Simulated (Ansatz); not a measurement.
# ScAlSe3 in Amm2, a phase reached by a soft mode: a soft mode frozen in, part 3 of 3

Wanted: the energy along a soft mode of ScAlSe3 in Amm2, a phase reached by a soft mode and the structure at the end.

Ansatz 0.2.0; DFT PBE, scalar-relativistic, plane waves, PAW; PAW set soft_1.

So far. Step 5 (Energy along the mode, all amplitudes (two of the runs …): The lowest of the steps tried is at 0.22 Å, 0.462 meV/atom below the parent; the bottom of the well need not coincide with a step. Step 7 (The new phase in its own primitive cell): The largest force component left is 0.80 meV/Å and the pressure is -0.001 GPa, within the tolerances set. The cell now holds 31.13 Å³/atom.

The structure was built from a prototype and need not be the compound's stable phase.

## 8. Modes of the new phase

A relaxed structure may still be a saddle point, so its zone-centre modes are computed. The response to a homogeneous field gives the Born charges and the dielectric tensor.

Input file input.yaml:

```yaml
crystal:
  lattice:
    - [6.6019330959, 0.0, 0.0]
    - [0.0, 3.7809536132, 0.0]
    - [-3.0400198795, 0.0, 6.2361821877]
  atoms:
    - { symbol: Sc, position: [0.9310395393, 0.0, 0.9755230372] }
    - { symbol: Al, position: [0.5598836923, 0.5, 0.0009824385] }
    - { symbol: Se, position: [0.6542545268, 0.5, 0.7039371955] }
    - { symbol: Se, position: [0.9481438479, 0.5, 0.2630774916] }
    - { symbol: Se, position: [0.3597491005, 0.0, 0.0477711444] }
kpoints:
  mp_grid: { grid: [4, 6, 4] }
hamiltonian:
  xc: pbe
  pseudopotentials: { kind: paw, azcp: { folder: soft_1 } }
scf:
  occupations: { method: fixed }
output:
  eigenvalues: true
phonons:
  method: dfpt
  dielectric: true
  rigid_motions: translations
```

Command:

```sh
$ ansatz run input.yaml --threads 4 --pin off --max-ram 16384MiB --backend cpu --events-out ev --progress --plain --runs-dir out
```

Numbers of over 12 decimals in the logs are rounded to 6 here.

What it wrote:

```text
[...]
Crystal: 5 atoms, lattice volume = 155.665 Å³
Basis set: ecut = 420 eV, 3039 PW (Γ), exchange–correlation on 90×54×96 points (8 copies of the dense FFT grid, shifted against one another)
Bands: 38, of which v1, the nominal top of the filled ones, is band 31 counted from 1 (30 counted from 0)
Symmetry: 2 space group operations
k-points: 52 of 96 (irreducible under 1 space group operation, time reversal used)
[...]
SCF iter   1: F=—  HF=-19089.504272 eV  |F-HF|=—  |Δ(HF+E_count)|=         —  Δρ=8.86e-2  dr2=3.33e1  ethr=3.10e-3  ⟨swp⟩=4.8  Hψ=6722  notcnv=0  defer=226
[...]
SCF iter  15: F=-19086.270222 eV  HF=-19086.270222 eV  |F-HF|=3.27e-11  |Δ(HF+E_count)|=  2.00e-10  Δρ=1.38e-7  dr2=5.76e-11  ethr=1.00e-12  ⟨swp⟩=14.1  Hψ=12013  notcnv=0
SCF 1 converged in 15 iterations: F = -19086.270222 eV  dr2 = 5.76e-11
[...]
NSCF: frozen V_eff on 2 k-points
[...]
Bands: 32, of which v1, the nominal top of the filled ones, is band 31 counted from 1 (30 counted from 0)
k-points: 72 of 288 (time reversal used)
[...]
Eigensolver: Dense (72 Hₖ)
SCF iter   1: F=—  HF=-19086.241443 eV  |F-HF|=—  |Δ(HF+E_count)|=         —  Δρ=1.71e-4  dr2=1.67e-5  ethr=1.00e-1
[...]
SCF iter   4: F=-19086.241473 eV  HF=-19086.241473 eV  |F-HF|=4.92e-8  |Δ(HF+E_count)|=   1.20e-8  Δρ=6.22e-6  dr2=8.04e-8  ethr=1.08e-9
SCF 1 converged in 4 iterations: F = -19086.241473 eV  dr2 = 8.04e-8
[...]
SCF converged after 15 iterations
Free energy (F): -19086.270222 eV
[...]
Internal energy: -19086.270222 eV  (E = F + TS)
E sigma→0 (E₀):  -19086.270222 eV
Fermi energy:    3.625821 eV
[...]
--- Band table (eV; the first three rows and the last of 52) ---
  k-point 0: bands = [... 27 lower, 2.4112, 3.1379, 3.2701, 3.6258, 5.6673, 6.3922, 6.4351, 6.5334, ... 3 higher]
  k-point 1: bands = [... 27 lower, 2.4653, 3.1117, 3.2829, 3.3876, 5.5919, 6.3473, 6.4518, 6.6572, ... 3 higher]
  k-point 2: bands = [... 27 lower, 2.3223, 3.0887, 3.2924, 3.4144, 5.4907, 6.2760, 6.3963, 6.6801, ... 3 higher]
  k-point 51: bands = [... 27 lower, 2.0912, 2.6254, 2.7764, 3.1795, 5.3146, 5.8665, 6.5276, 7.0510, ... 3 higher]
[...]
ASR residual: 1.377e-4 → 0.000e0 eV/Å²; symmetrization residual: 8.658e-6 eV/Å²
  ASR residual per site (eV/Å²): 3.83e-5 3.92e-5 3.26e-5 9.88e-5 1.38e-4
[...]
ε∞ (high-frequency dielectric tensor):
        5.715842     0.000000    -0.001087
        0.000000     6.195312     0.000000
       -0.001087     0.000000     3.679692
  ε⁰ (static dielectric tensor: ions relaxed, cell fixed):
        9.000354    -0.000000     0.143019
       -0.000000    10.547684    -0.000000
        0.143019    -0.000000     4.138152
  ε⁰ − ε∞ (ionic part):
        3.284512    -0.000000     0.144105
       -0.000000     4.352372    -0.000000
        0.144105    -0.000000     0.458460
[...]
Born effective charges Z* (e; rows j = field, columns β = displacement):
    site 0:
         3.22174   -0.00000    0.37430
        -0.00000    3.83359   -0.00000
         0.06207   -0.00000    1.24885
    site 1:
         3.01372   -0.00000   -0.21089
        -0.00000    2.38766   -0.00000
        -0.13332    0.00000    0.96346
    site 2:
        -1.39566    0.00000   -0.04909
         0.00000   -2.02085    0.00000
         0.01346    0.00000   -0.92700
    site 3:
        -1.50887    0.00000    0.06516
         0.00000   -2.13487    0.00000
         0.07704    0.00000   -0.89600
    site 4:
        -3.33094   -0.00000   -0.17948
        -0.00000   -2.06553    0.00000
        -0.01925   -0.00000   -0.38931
  Z* charge neutrality: 2.488e-2 e pre-enforcement
[...]
optical modes at Γ without the LO–TO term, one row a degenerate level:
      ω (cm⁻¹)  modes    IR ((D/Å)²/amu)
         38.79      1             0.0331
         85.05      1             0.0299
         95.14      1             0.0155
         97.38      1             0.0062
        170.35      1             0.1870
        193.63      1             0.7660
        195.31      1             0.0356
        197.44      1            10.1101
        251.82      1            10.2925
        328.99      1             6.0558
        329.58      1             2.0343
        410.95      1             6.4542
  optical modes at Γ + LO–TO along q̂ = [1.0000, 0.0000, 0.0000]:
      ω (cm⁻¹)  modes    IR ((D/Å)²/amu)
         39.22      1             0.0204
         85.11      1             0.0261
         95.14      1             0.0155
         97.38      1             0.0062
[...]
optical modes at Γ + LO–TO along q̂ = [0.0000, 1.0000, 0.0000]:
      ω (cm⁻¹)  modes    IR ((D/Å)²/amu)
[...]
optical modes at Γ + LO–TO along q̂ = [0.0000, 0.0000, 1.0000]:
      ω (cm⁻¹)  modes    IR ((D/Å)²/amu)
         39.29      1             0.0310
         85.52      1             0.0268
         95.14      1             0.0155
         97.38      1             0.0062
        170.40      1             0.1911
        194.64      1             0.5038
        196.04      1             0.2851
        197.44      1            10.1101
        251.87      1            10.2583
        328.99      1             6.0558
        339.45      1             2.1444
        411.60      1             6.3921
```

Elapsed: 3.1 min, on 4 threads of Arm Neoverse V2, shared host; peak memory 1.8 GiB.

This step gave:

| Property | Result |
| --- | --- |
| sum-rule residual before enforcement | 1.38e-4 eV/Å² |
| miss of the charge sum rule | 0.02488 e |
| estimated error of the dielectric tensor | 0.02420 |
| estimated error of the Born charges | 0.03863 e |
| point group | m |
| highest optical mode at the zone centre (no LO-TO term) | 410.9 cm⁻¹ |
| lowest optical zone-centre mode | 38.79 cm⁻¹ |
| mean high-frequency dielectric constant | 5.197 |
| largest Born charge (third of the trace) | 2.768 e |
| mean static dielectric constant | 7.895 |
| top of the zone-centre spectrum with the field | 433.9 cm⁻¹ |

Patterns of degenerate modes are one choice out of their space. Modes at Γ, with each element's share of the kinetic energy:

```csv
mode,frequency (cm⁻¹),symmetry,Sc %,Al %,Se %
1,0.0,acoustic,15,9,77
2,0.0,acoustic,15,9,77
3,0.0,acoustic,15,9,77
4,38.8,A',9,0,90
5,85.0,A',2,15,84
6,95.1,A'',5,10,85
7,97.4,A'',0,1,99
8,170.3,A',8,5,87
9,193.6,A',53,13,35
10,195.3,A',15,6,79
11,197.4,A'',80,0,20
12,251.8,A',64,2,34
13,329.0,A'',0,80,20
14,329.6,A',15,57,28
15,410.9,A',5,85,10
```

Displacements in mode 4 (38.8 cm⁻¹), the largest set to 1:
```
Sc1  0.08  0.00 -0.56
Al2 -0.06  0.00  0.12
Se3 -0.52  0.00 -0.29
Se4  0.49  0.00 -0.43
Se5  0.00  0.00  1.00
```

Displacements in mode 6 (95.1 cm⁻¹), the largest set to 1:
```
Sc1  0.00 -0.40  0.00
Al2  0.00  0.76  0.00
Se3  0.00 -0.78  0.00
Se4  0.00 -0.25  0.00
Se5  0.00  1.00  0.00
```

Optical modes at the zone centre, without and with the macroscopic field of the longitudinal modes; each column is sorted by frequency, so a row need not hold one and the same mode. Modes with and without the field, by row:

```
rank among optical modes  no field (cm⁻¹)  q along (1, 0, 0) (cm⁻¹)  q along (0, 1, 0) (cm⁻¹)  q along (0, 0, 1) (cm⁻¹)
                       1             38.8                      39.2                      38.8                      39.3
                       2               85                      85.1                        85                      85.5
                       3             95.1                      95.1                      95.2                      95.1
                       4             97.4                      97.4                      97.4                      97.4
                       5            170.3                       171                     170.3                     170.4
                       6            193.6                     195.3                     193.6                     194.6
                       7            195.3                     195.5                     195.3                       196
                       8            197.4                     197.4                     238.2                     197.4
                       9            251.8                     290.8                     251.8                     251.9
                      10              329                       329                     329.6                       329
                      11            329.6                       331                     355.3                     339.4
                      12            410.9                     433.9                     410.9                     411.6
```

Born charge (rows field, columns displacement) (e), principal values of the symmetric part by kind of site:

| atom | atoms with these values | low | middle | high | mean |
| --- | --- | --- | --- | --- | --- |
| Sc1 | 1 | 1.22 | 3.25 | 3.83 | 2.77 |
| Al2 | 1 | 0.95 | 2.39 | 3.03 | 2.12 |
| Se3 | 1 | -2.02 | -1.40 | -0.93 | -1.45 |
| Se4 | 1 | -2.13 | -1.52 | -0.89 | -1.51 |
| Se5 | 1 | -3.33 | -2.07 | -0.39 | -1.93 |

In full for Se3:

```
-1.40  0.00 -0.05
 0.00 -2.02  0.00
 0.01  0.00 -0.93
```

High-frequency dielectric tensor:

```
5.72 0.00 0.00
0.00 6.20 0.00
0.00 0.00 3.68
```

Static dielectric tensor (ions relaxed, fixed cell):

```
 9.00  0.00  0.14
 0.00 10.55  0.00
 0.14  0.00  4.14
```

Transverse modes. Infrared lines, with heights relative to the strongest:

| position (cm⁻¹) | relative intensity |
| --- | --- |
| 39 | 0.3 |
| 85 | 0.3 |
| 95 | 0.2 |
| 97 | 0.1 |
| 170 | 1.8 |
| 194 | 7.4 |
| 195 | 0.3 |
| 197 | 98 |
| 252 | 100 |
| 329 | 59 |
| 330 | 20 |
| 411 | 63 |

Before it was imposed, the acoustic sum rule was missed by 1.4e-4 eV/Å² and the charge sum rule by 0.025 e. Small misses are needed for a sound result but don't prove that mesh and cutoff are converged. The lowest optical mode is real, 38.8 cm⁻¹.

The log warns of the k mesh: “the force constants stand on the 4×6×4 k-mesh, whose period is 11.47 times the interband length at k = (0.0000, 0.0000, 0.0000), direct gap 2.041 eV, under 14: take them and everything formed from them as unconverged”.

## 9. The phases reached

The phases reached along the modes that were followed are set side by side.

Energies are those of the first relaxation, on the mesh of the frozen mode; space group, volume and gap are those of the last relaxation. Phases, by row:

```csv
mode frozen in,space group,energy from parent (meV/atom),volume (Å³/atom),gap on mesh (eV),lowest zone-centre optical mode (cm⁻¹),largest shift (Å)
parent,Amm2,0,31.12,1.448,–,–
"q = (0, 0, 0), 22i cm⁻¹",Pm,-1.21,31.13,1.62,38.8,0.309
```

## 10. What came out

| Property | Result |
| --- | --- |
| unstable mode of the parent | q = (0, 0, 0), 22i cm⁻¹ |
| depth at the lowest point sampled | 0.462 meV/atom |
| largest atomic shift at that point | 0.22 Å |
| space group reached (within 0.01 Å) | Pm |
| energy gained over the parent (first relaxation, on the mesh of the frozen mode) | 1.21 meV/atom |
| volume per atom, phase reached | 31.1 Å³ |
| gap on the k-mesh, phase reached | 1.62 eV |
| lowest optical zone-centre mode, phase reached | 38.8 cm⁻¹ |
| highest optical mode at the zone centre (no LO-TO term), phase reached | 411 cm⁻¹ |

In words: Along this mode the structure falls into Pm, 1.21 meV/atom below the parent. At the parent's cell the well is 0.462 meV/atom deep on the steps tried, with its lowest point at a shift of 0.22 Å. Relaxing atoms and cell changes the gain by +0.75 meV/atom against the lowest step (energies at zero smearing). Most of the total comes from this relaxation. The new phase has no imaginary mode at the zone centre of its cell; other wavevectors were not checked. How so shallow a well moves with the k mesh was not tested. Each path keeps the symmetry of its pattern, so a lower phase may lie along a pattern not tried. With the field response the log warns that the k mesh is coarse for the force constants too, so the frequencies may not be converged. The starting cell was built on a prototype and not taken from a measurement, so the phase need not exist.

[Logs are printed without paths, hosts, clocks, repeated set-up lines and the standing remarks that a program may print on its own settings, such as how far it seeks lower states.]

[Hosts, paths, dates, database ids (printed as entryN), source tags and the programs' standing remarks are cut or masked in the printed files.]
